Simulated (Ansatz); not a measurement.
# Te on Al(110): change of the work function

Wanted: Δφ(θ) for Te/Al(110), starting from the hollow site.

Program: Ansatz 0.2.0. Level of theory: plane-wave DFT, PBE, Ansatz PAW. Results are calculated unless marked as measured.

**1. Starting point**

The cell holds 5 atoms: 5 Al. Cell: a = 4.050 Å, b = 2.864 Å, c = 23.728 Å, α = 90.0°, β = 90.0°, γ = 90.0°. Vacuum lies along c.

**2. The clean slab**

The bare slab comes first, as the zero from which every change is counted. The two lowest layers are held at bulk places and the upper ones relax. The dipole correction removes the false field that a one-sided slab makes across the periodic vacuum, so each face gets a flat vacuum level of its own.

File input.yaml:

```yaml
crystal:
  lattice:
    - [4.05, 0.0, 0.0]
    - [0.0, 2.8637824638, 0.0]
    - [0.0, 0.0, 23.7275649276]
  atoms:
    - { symbol: Al, position: [0.0, 0.0, 0.3793056737] }
    - { symbol: Al, position: [0.5, 0.5, 0.4396528368] }
    - { symbol: Al, position: [0.0, 0.0, 0.5] }
    - { symbol: Al, position: [0.5, 0.5, 0.5603471632] }
    - { symbol: Al, position: [0.0, 0.0, 0.6206943263] }
kpoints:
  mp_grid: { grid: [8, 10, 1] }
hamiltonian:
  xc: pbe
scf:
  occupations: { method: fermi_dirac, width: 0.1 }
  convergence: { dr2_threshold: 1.0e-08 }
efield:
  axis: 3
  dipole_correction: true
  ramp_position: 0.97
  ramp_width: 0.06
relax:
  f_tol: 0.02
  max_steps: 60
  constraints: [{ sites: [0, 1] }]
output:
  write_potential: true
  write_density: true
  volumetric_format: npy
```

Started as:

```sh
ansatz run input.yaml --threads 4 --pin off --max-ram 6144MiB --backend cpu --events-out ev --progress --plain --runs-dir out
```

Numbers of over 12 decimals in the logs are rounded to 6 here.

What it wrote:

```text
Engine: ansatz 0.2.0, x86_64-unknown-linux-gnu
Pseudopotentials: kind: paw
Pseudopotential: Al, paw, valence charge 3, recommended cutoff 420 eV (normal), Al.paw.azcp
Functional definition: PBE
  parameter kappa = 0.804
  parameter beta = 0.066725
  exchange = pbe_x(kappa = kappa, mu = beta*pi^2/3)
  correlation = pbe_c(beta = beta)
Crystal: 5 atoms, lattice volume = 275.200 Å³
Basis set: ecut = 420 eV, 5383 PW (Γ), exchange–correlation on 60×40×320 points (8 copies of the dense FFT grid, shifted against one another)
Bands: 13, of which v1, the nominal top of the filled ones, is band 8 counted from 1 (7 counted from 0)
Symmetry: 4 space group operations
k-points: 30 of 80
Non-local potential: Al, projectors of the file, l = 0: 2, l = 1: 2, l = 2: 1
PAW form: soft (Blöchl's): semilocal exchange-correlation on the pseudo side does not see the compensation charge
PAW one-centre angular grid: Al, 110 points (default); XC on 64 Gauss nodes
Initial density: superposition of atomic densities (neutral atoms: chi_scale 0, normalization atom), corrected by the library's trained network
Initial wavefunctions: pseudopotential atomic-orbital guess
Functional: x = pbe(κ = 0.804, μ = 0.219515), c = pbe(β = 0.066725)
SCF iter   1: F=—  HF=-2686.120360 eV  |F-HF|=—  |Δ(HF+E_count)|=         —  Δρ=1.03e-3  dr2=5.06e-3  ethr=1.77e-3  p=0.000 e·Å  D=2.69e-14 V/Å  ΔV_dip=-0.00 eV  dr2_dipole=8.82e-11  V_vac-E_F(+/−)=3.92/3.92 eV  ⟨swp⟩=8.9  Hψ=3210  notcnv=0
efield: sawtooth ramp at fractional position 0.9700 (set: `efield.ramp_position`, or a place that a band, a saddle search or an elastic batch's reference lends), width 0.0600; the density the first Hamiltonian is built on has a dipole p = 0.000 e·Å; the dipole correction subtracts the counter field D = 2.69e-14 V/Å, which shifts the + side's vacuum level by -0.00 eV against the − side's; the planar-averaged density in the ramp window peaks in size at 5.3e-6 e/Å³
preconditioner: auto → LDOS  [metal: Δε(μ)=0.036 eV  Ē_g=6.210 eV  σ=0.100 eV  W_gap=0.09  n_scr=22 (ndim 8)  ℏωp=8.7 eV  f_vac=0.557  D(μ)=2.53/eV (n_scr^D=8)  β→1.0]
SCF iter   2: F=—  HF=-2686.120757 eV  |F-HF|=—  |Δ(HF+E_count)|=   3.97e-4  Δρ=2.65e-4  dr2=3.50e-4  ethr=3.37e-5  p=0.000 e·Å  D=1.17e-5 V/Å  ΔV_dip=-0.00 eV  dr2_dipole=5.43e-12  V_vac-E_F(+/−)=3.98/3.98 eV  ⟨swp⟩=2.4  Hψ=909  notcnv=0
SCF iter   3: F=—  HF=-2686.120884 eV  |F-HF|=—  |Δ(HF+E_count)|=   1.27e-4  Δρ=7.90e-5  dr2=3.11e-5  ethr=2.34e-6  p=0.000 e·Å  D=4.49e-6 V/Å  ΔV_dip=-0.00 eV  dr2_dipole=2.92e-11  V_vac-E_F(+/−)=3.99/3.99 eV  ⟨swp⟩=2.5  Hψ=681  notcnv=0
SCF iter   4: F=—  HF=-2686.120981 eV  |F-HF|=—  |Δ(HF+E_count)|=   9.70e-5  Δρ=2.01e-5  dr2=1.89e-6  ethr=2.07e-7  p=0.000 e·Å  D=7.18e-7 V/Å  ΔV_dip=-0.00 eV  dr2_dipole=1.00e-11  V_vac-E_F(+/−)=3.98/3.98 eV  ⟨swp⟩=2.6  Hψ=662  notcnv=0
SCF iter   5: F=—  HF=-2686.120991 eV  |F-HF|=—  |Δ(HF+E_count)|=   1.02e-5  Δρ=5.24e-6  dr2=1.43e-7  ethr=1.26e-8  p=0.000 e·Å  D=1.86e-7 V/Å  ΔV_dip=-0.00 eV  dr2_dipole=4.82e-13  V_vac-E_F(+/−)=3.99/3.99 eV  ⟨swp⟩=2.6  Hψ=642  notcnv=0
SCF iter   6: F=-2686.120991 eV  HF=-2686.120991 eV  |F-HF|=1.02e-8  |Δ(HF+E_count)|=   2.37e-7  Δρ=9.00e-7  dr2=5.63e-9  ethr=6.67e-11  p=-0.000 e·Å  D=-3.48e-8 V/Å  ΔV_dip=0.00 eV  dr2_dipole=1.25e-13  V_vac-E_F(+/−)=3.99/3.99 eV  ⟨swp⟩=7.9  Hψ=2834  notcnv=0
SCF 1 converged in 6 iterations: F = -2686.120991 eV  dr2 = 5.63e-9
  greatest PAW one-centre occupation: 0.484 electrons in one spin orbital (limit 2), on the Al atom at site 0 (counted from 0), in its partial waves of l = 0
relax step   1: F+E_penalty+E_count = -2686.12099146 eV  Δ(F+E_penalty+E_count) = +0.000e0 eV  max|allowed force component| = 2.224e-1 eV/Å  Δτ_max = 0.0000 Å  (6 SCF iters, accepted)
Initial density: handed on by an earlier stage of this run
Initial wavefunctions: those handed on with the density
iter 1 solved again at ethr=5.03e-5 eV; its pass at ethr=3.10e-3 eV (dr2=7.55e-3 eV) is discarded
SCF iter   1: F=—  HF=-2686.134088 eV  |F-HF|=—  |Δ(HF+E_count)|=         —  Δρ=1.00e-3  dr2=9.92e-3  ethr=5.03e-5  p=-0.000 e·Å  D=-3.73e-8 V/Å  ΔV_dip=0.00 eV  dr2_dipole=5.54e-5  V_vac-E_F(+/−)=4.01/4.01 eV  ⟨swp⟩=2.4  Hψ=2332  notcnv=0
efield: sawtooth ramp at fractional position 0.9700 (set: `efield.ramp_position`, or a place that a band, a saddle search or an elastic batch's reference lends), width 0.0600; the density the first Hamiltonian is built on has a dipole p = -0.000 e·Å; the dipole correction subtracts the counter field D = -3.73e-8 V/Å, which shifts the + side's vacuum level by +0.00 eV against the − side's; the planar-averaged density in the ramp window peaks in size at 6.0e-8 e/Å³
eigensolver tolerance schedule calibrated: the retry pair's looser diagonalisation under-reported the residual by θ = 0.24 (0.13/decade); ethr = c·dr2/N_el runs at the constant in force after the calibration composes with the one it found (an armed cap, an earlier calibration), c = 5.6e-2
preconditioner: auto → LDOS  [metal: Δε(μ)=0.046 eV  Ē_g=6.256 eV  σ=0.100 eV  W_gap=0.11  n_scr=22 (ndim 8)  ℏωp=8.7 eV  f_vac=0.561  D(μ)=2.44/eV (n_scr^D=8)  β→1.0]
SCF iter   2: F=—  HF=-2686.132290 eV  |F-HF|=—  |Δ(HF+E_count)|=   1.80e-3  Δρ=4.77e-4  dr2=1.52e-3  ethr=3.70e-5  p=0.001 e·Å  D=8.03e-4 V/Å  ΔV_dip=-0.02 eV  dr2_dipole=6.26e-6  V_vac-E_F(+/−)=3.97/3.99 eV  ⟨swp⟩=2.3  Hψ=659  notcnv=0
SCF iter   3: F=—  HF=-2686.132244 eV  |F-HF|=—  |Δ(HF+E_count)|=   4.57e-5  Δρ=9.00e-5  dr2=6.88e-5  ethr=5.68e-6  p=-0.000 e·Å  D=-2.07e-4 V/Å  ΔV_dip=0.00 eV  dr2_dipole=1.23e-6  V_vac-E_F(+/−)=4.00/3.99 eV  ⟨swp⟩=2.1  Hψ=647  notcnv=0
SCF iter   4: F=—  HF=-2686.132350 eV  |F-HF|=—  |Δ(HF+E_count)|=   1.06e-4  Δρ=1.97e-5  dr2=2.41e-6  ethr=2.57e-7  p=-0.000 e·Å  D=-1.62e-4 V/Å  ΔV_dip=0.00 eV  dr2_dipole=2.43e-7  V_vac-E_F(+/−)=4.00/3.99 eV  ⟨swp⟩=2.3  Hψ=665  notcnv=0
SCF iter   5: F=—  HF=-2686.132359 eV  |F-HF|=—  |Δ(HF+E_count)|=   8.92e-6  Δρ=4.74e-6  dr2=1.37e-7  ethr=8.97e-9  p=-0.000 e·Å  D=-2.08e-4 V/Å  ΔV_dip=0.00 eV  dr2_dipole=7.17e-9  V_vac-E_F(+/−)=4.00/3.99 eV  ⟨swp⟩=2.7  Hψ=690  notcnv=0
SCF iter   6: F=—  HF=-2686.132359 eV  |F-HF|=—  |Δ(HF+E_count)|=   8.37e-8  Δρ=1.46e-6  dr2=1.42e-8  ethr=3.73e-11  p=-0.000 e·Å  D=-2.13e-4 V/Å  ΔV_dip=0.01 eV  dr2_dipole=2.68e-10  V_vac-E_F(+/−)=4.00/3.99 eV  ⟨swp⟩=10.1  Hψ=2720  notcnv=0
SCF iter   7: F=-2686.132359 eV  HF=-2686.132359 eV  |F-HF|=2.96e-9  |Δ(HF+E_count)|=   3.92e-8  Δρ=2.75e-7  dr2=2.84e-10  ethr=3.73e-11  p=-0.000 e·Å  D=-2.15e-4 V/Å  ΔV_dip=0.01 eV  dr2_dipole=1.18e-11  V_vac-E_F(+/−)=4.00/3.99 eV  ⟨swp⟩=9.1  Hψ=2400  notcnv=0
SCF 2 converged in 7 iterations: F = -2686.132359 eV  dr2 = 2.84e-10
relax step   2: F+E_penalty+E_count = -2686.13235942 eV  Δ(F+E_penalty+E_count) = -1.137e-2 eV  max|allowed force component| = 5.198e-2 eV/Å  Δτ_max = 0.0966 Å  (7 SCF iters, accepted)
SCF iter   1: F=—  HF=-2686.132749 eV  |F-HF|=—  |Δ(HF+E_count)|=         —  Δρ=2.18e-4  dr2=6.63e-4  ethr=1.63e-5  p=-0.000 e·Å  D=-2.15e-4 V/Å  ΔV_dip=0.01 eV  dr2_dipole=6.07e-6  V_vac-E_F(+/−)=4.00/3.99 eV  ⟨swp⟩=2.0  Hψ=1260  notcnv=0
efield: sawtooth ramp at fractional position 0.9700 (set: `efield.ramp_position`, or a place that a band, a saddle search or an elastic batch's reference lends), width 0.0600; the density the first Hamiltonian is built on has a dipole p = -0.000 e·Å; the dipole correction subtracts the counter field D = -2.15e-4 V/Å, which shifts the + side's vacuum level by +0.01 eV against the − side's; the planar-averaged density in the ramp window peaks in size at 4.4e-8 e/Å³
preconditioner: auto → LDOS  [metal: Δε(μ)=0.042 eV  Ē_g=6.244 eV  σ=0.100 eV  W_gap=0.11  n_scr=22 (ndim 8)  ℏωp=8.7 eV  f_vac=0.559  D(μ)=2.43/eV (n_scr^D=8)  β→1.0]
SCF iter   2: F=—  HF=-2686.132604 eV  |F-HF|=—  |Δ(HF+E_count)|=   1.45e-4  Δρ=1.00e-4  dr2=6.41e-5  ethr=4.42e-6  p=-0.000 e·Å  D=-2.57e-4 V/Å  ΔV_dip=0.01 eV  dr2_dipole=5.03e-7  V_vac-E_F(+/−)=4.00/3.99 eV  ⟨swp⟩=2.6  Hψ=824  notcnv=0
SCF iter   3: F=—  HF=-2686.132730 eV  |F-HF|=—  |Δ(HF+E_count)|=   1.26e-4  Δρ=2.11e-5  dr2=5.35e-6  ethr=4.27e-7  p=-0.000 e·Å  D=-1.19e-4 V/Å  ΔV_dip=0.00 eV  dr2_dipole=4.51e-7  V_vac-E_F(+/−)=4.00/3.99 eV  ⟨swp⟩=2.4  Hψ=618  notcnv=0
SCF iter   4: F=—  HF=-2686.132737 eV  |F-HF|=—  |Δ(HF+E_count)|=   7.71e-6  Δρ=4.92e-6  dr2=2.79e-7  ethr=3.57e-8  p=-0.000 e·Å  D=-1.40e-4 V/Å  ΔV_dip=0.00 eV  dr2_dipole=3.34e-9  V_vac-E_F(+/−)=4.00/3.99 eV  ⟨swp⟩=2.3  Hψ=637  notcnv=0
SCF iter   5: F=-2686.132738 eV  HF=-2686.132738 eV  |F-HF|=1.76e-8  |Δ(HF+E_count)|=   7.77e-8  Δρ=1.23e-6  dr2=6.59e-9  ethr=6.67e-11  p=-0.000 e·Å  D=-1.19e-4 V/Å  ΔV_dip=0.00 eV  dr2_dipole=7.54e-12  V_vac-E_F(+/−)=3.99/3.99 eV  ⟨swp⟩=8.2  Hψ=2887  notcnv=0
SCF 3 converged in 5 iterations: F = -2686.132738 eV  dr2 = 6.59e-9
relax step   3: F+E_penalty+E_count = -2686.13273755 eV  Δ(F+E_penalty+E_count) = -3.781e-4 eV  max|allowed force component| = 1.131e-2 eV/Å  Δτ_max = 0.0135 Å  (5 SCF iters, accepted)
NSCF: frozen V_eff on 30 k-points
the band table was solved once a step of the walk had ended and its energy, with any forces and stress, was formed, with the checks that follow a solve (3651 applications of the Hamiltonian). They found nothing against the state; the energy, forces and stress were not computed again (output.eigenvalues in the input reference)
WARN: The output density's exchange-correlation potential varies sharply where the density is thin. Do not read a vacuum level from v_tot or v_xc, or from such a field of the output density. On a cell that repeats whose density bears no net charge and no dipole along the vacuum's axis use v_es (v_loc + v_h of the components); under efield.dipole_correction with no amplitude use v_es + v_field, which holds any externa [...]
SCF converged after 5 iterations
Free energy (F): -2686.132738 eV
Harris-Foulkes:  -2686.132738 eV  (|F-HF|=1.76e-8)
Internal energy: -2686.055265 eV  (E = F + TS)
E sigma→0 (E₀):  -2686.094001 eV
Entropy (-TS):   -0.077473 eV (-15.495 meV/atom)
Fermi energy:    -0.324241 eV
Dipole field:    D = -0.000116 V/Å  (p = -0.000176 e·Å, saw-weighted, corrected)
Work function:   Φ+ = 3.9949 eV   Φ− = 3.9922 eV
Levels:          The Fermi level and band energies are counted from a zero that moves with the ramp; work functions are not
--- Per-component energies (eV) ---
  E_band       = -67.037371
  E_kinetic    = 106.992727
  E_local      = -3316.049876  (includes V_loc(G=0)·N_el)
  E_nonlocal   = 52.541009
  E_hartree    = 1623.450361
  E_xc         = -194.584552
  E_vxc        = -139.262450  (∫ρ·V_xc dr)
  E_paw        = -2336.476095  (= ΣΔE_a)
  E_vpaw       = -18.159634  (= ΣTr[D̂ρ^β])
  E_aug_tail   = -0.000011  (compensation charges beyond the density's cutoff)
  E_efield     = 0.000000  (sawtooth field / dipole correction)
  E_vefield    = -0.000037  (∫n·V_field dr)
  E_ewald      = 1378.071171
  E_smearing   = -0.077473  (= −TS)
  E_closure    = 0.000000  (closes the sum)
  Σ components = -2686.132738   (vs F -2686.132738, Δ=0.00e0)
--- Forces (eV/Å), atoms counted from 1 ---
  atom   1  Al     0.00000000     0.00000000     0.17191760
  atom   2  Al     0.00000000     0.00000000    -0.17258222
  atom   3  Al     0.00000000     0.00000000     0.01131099
  atom   4  Al     0.00000000     0.00000000    -0.00776657
  atom   5  Al     0.00000000     0.00000000    -0.00286359
  max |Σ_I F_I| component: 1.62e-5 eV/Å
--- Band table (eV; the first three rows and the last of 30) ---
  k-point 0: bands = [... 4 lower, -2.8147, -1.4319, -1.2153, -1.0817, 0.3482, 1.3723, 1.7080, 3.0230, ... 1 higher]
  k-point 1: bands = [... 4 lower, -2.6498, -1.2646, -1.0505, -0.9199, 0.5134, 1.5375, 1.8516, 2.8769, ... 1 higher]
  k-point 2: bands = [... 4 lower, -2.1548, -0.8722, -0.5560, -0.4821, 0.4493, 0.9403, 1.7353, 2.0325, ... 1 higher]
  k-point 29: bands = [... 4 lower, -3.0322, -3.0114, -2.8411, -1.7330, -1.0960, -0.0187, 0.3412, 0.5050, ... 1 higher]
--- Relaxed structure (3 steps of the walk, 3 accepted, 0 SCFs on fresh bases) ---
  F+E_penalty+E_count = -2686.13273755 eV   max|allowed force component| = 1.131e-2 eV/Å
  atoms:
    - { symbol: Al, position: [0.0, 0.0, 0.3793056737] }
    - { symbol: Al, position: [0.5, 0.5, 0.4396528368] }
    - { symbol: Al, position: [0.0, 0.0, 0.498766] }
    - { symbol: Al, position: [0.5, 0.5, 0.560974] }
    - { symbol: Al, position: [0.0, 0.0, 0.616776] }
```

The job ended after 5 s (4 threads of Intel Xeon 6975P-C (Granite Rapids), shared host; peak memory 0.57 GiB).

Step by step:

```
step  energy less that of the first step (eV)  largest force component (eV/Å)
   1                                   0.0000                          0.2224
   2                                  -0.0114                          0.0520
   3                                  -0.0117                          0.0113
```

Forces are held to the 4 operations that the run works with; a distortion that breaks them can't arise in this run.

The atoms that moved most (Å):

```
atom     dx     dy      dz  length
 Al5  0.000  0.000  -0.093   0.093
 Al3  0.000  0.000  -0.029   0.029
 Al4  0.000  0.000   0.015   0.015
```

Final coordinates:

```xyz
5
Lattice="4.0500 0.0000 0.0000 0.0000 2.8638 0.0000 0.0000 0.0000 23.7276" Properties=species:S:1:pos:R:3
Al    0.0000    0.0000    9.0000
Al    2.0250    1.4319   10.4319
Al    0.0000    0.0000   11.8345
Al    2.0250    1.4319   13.3105
Al    0.0000    0.0000   14.6346
```

Numbers from this step:

- energy at zero smearing: -2686.0940 eV
- work function, upper face: 3.995 eV
- dipole along the normal: -1.76e-4 e·Å

Running mean over 1.432 Å of the planar mean; the ramp of the sawtooth is left out. The electron's electrostatic potential energy less the Fermi level by z:

z (Å), electron's electrostatic potential energy less the Fermi level (eV) and a bar from the least value:
```
        3       3.99 ##############################
        4       3.99 ##############################
        5       3.99 ##############################
        6       3.95 ##############################
        7       3.59 #############################
        8       0.66 ###################
        9      -3.65 ####
       10      -4.67 #
       11      -4.82 #
       12      -4.64 #
       13      -4.67 #
       14      -4.99 
       15      -2.40 #########
       16       2.24 ########################
       17       3.82 #############################
       18       3.98 ##############################
       19       3.99 ##############################
       20       3.99 ##############################
```

The relaxation took 3 steps and lowered the energy by 0.012 eV; the largest force on the free atoms ends at 0.011 eV/Å.

The work function of the upper face is 3.99 eV.

(Part 1 of 6 ends here.)

[Logs are printed without paths, hosts, clocks, repeated set-up lines and the standing remarks that a program may print on its own settings, such as how far it seeks lower states.]

[Hosts, paths, dates, database ids (printed as entryN), source tags and the programs' standing remarks are cut or masked in the printed files.]

[Maps of the electrostatic potential energy from Ansatz leave out the sawtooth potential of an applied field or a dipole correction, so their vacuum need not be flat; planar profiles and work functions include it.]
